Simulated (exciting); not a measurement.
Consider LuAgO2, space group R-3m.

```cif
data_structure
_symmetry_space_group_name_H-M 'P 1'
_symmetry_Int_Tables_number 1
_cell_length_a 6.4955
_cell_length_b 6.4955
_cell_length_c 6.4955
_cell_angle_alpha 30.103
_cell_angle_beta 30.103
_cell_angle_gamma 30.103
_cell_volume 61.08
loop_
_atom_site_label
_atom_site_type_symbol
_atom_site_fract_x
_atom_site_fract_y
_atom_site_fract_z
_atom_site_occupancy
Lu1 Lu 0.50000 0.50000 0.50000 1
Ag2 Ag 0.00000 0.00000 0.00000 1
O3 O 0.11110 0.11110 0.11110 1
O4 O 0.88890 0.88890 0.88890 1
```

Absorber: atom 3, with 1 Ag at 2.07 Å and 3 Lu at 2.20 Å (distorted tetrahedral, site symmetry 3m). Method: exciting, all-electron LAPW+lo, LDA, exchange and screened direct term (singlet BSE), 3×3×3 shifted k points, 28 conduction bands, |G+q| up to 3 bohr⁻¹, full RPA screening with nempty = 52, Lorentzian half width 0.45 eV.

Q: Predict the O K near-edge structure at this level.

Bound core exciton? Yes on this mesh: the first bright state (over 5 % of the brightest) lies at -0.62 eV from the Kohn–Sham onset and at -0.98 eV from the lowest bare transition of its own mesh. Maxima (height): -0.6 eV (0.72), 2.1 eV (0.83), 4.2 eV (0.48), 7.0 eV (1.00), 12.9 eV (0.24), 14.9 eV (0.21) and 21.8 eV (0.26); 1 lower ones aren't listed.

Energy from the Kohn–Sham onset, core level to the lowest empty state found on the meshes used; Im ε in relative units:

```csv
E (eV),Im ε
-4.5,0.02
-4.0,0.03
-3.5,0.03
-3.0,0.04
-2.5,0.06
-2.0,0.10
-1.5,0.17
-1.0,0.42
-0.5,0.70
0.0,0.62
0.5,0.53
1.0,0.45
1.5,0.53
2.0,0.82
2.5,0.74
3.0,0.53
3.5,0.40
4.0,0.46
4.5,0.46
5.0,0.39
5.5,0.39
6.0,0.52
6.5,0.71
7.0,0.99
7.5,0.88
8.0,0.62
8.5,0.48
9.0,0.38
9.5,0.35
10.0,0.32
10.5,0.27
11.0,0.24
11.5,0.23
12.0,0.22
12.5,0.22
13.0,0.24
13.5,0.20
14.0,0.16
14.5,0.19
15.0,0.21
15.5,0.20
16.0,0.18
16.5,0.15
17.0,0.17
17.5,0.16
18.0,0.15
18.5,0.15
19.0,0.14
19.5,0.15
20.0,0.17
20.5,0.18
21.0,0.21
21.5,0.25
22.0,0.26
22.5,0.20
23.0,0.18
23.5,0.19
```

With 27 k points the binding energies are rough, and fine structure above the first lines is partly noise of the mesh. Exchange and the short-range direct term aren't converged in the kernel cutoff. The zero comes from the unshifted 4×4×4 ground-state mesh; it is exact only where the band minimum lies on that mesh. The structure is a Materials Project entry, computed there, and may be a hypothetical form.

[Banner, clock and machine lines of the logs are left out without a mark of their own.]

[Logs are printed without paths, hosts, clocks, repeated set-up lines and the standing remarks that a program may print on its own settings, such as how far it seeks lower states.]

[Hosts, paths, dates, database ids (printed as entryN), source tags and the programs' standing remarks are cut or masked in the printed files.]
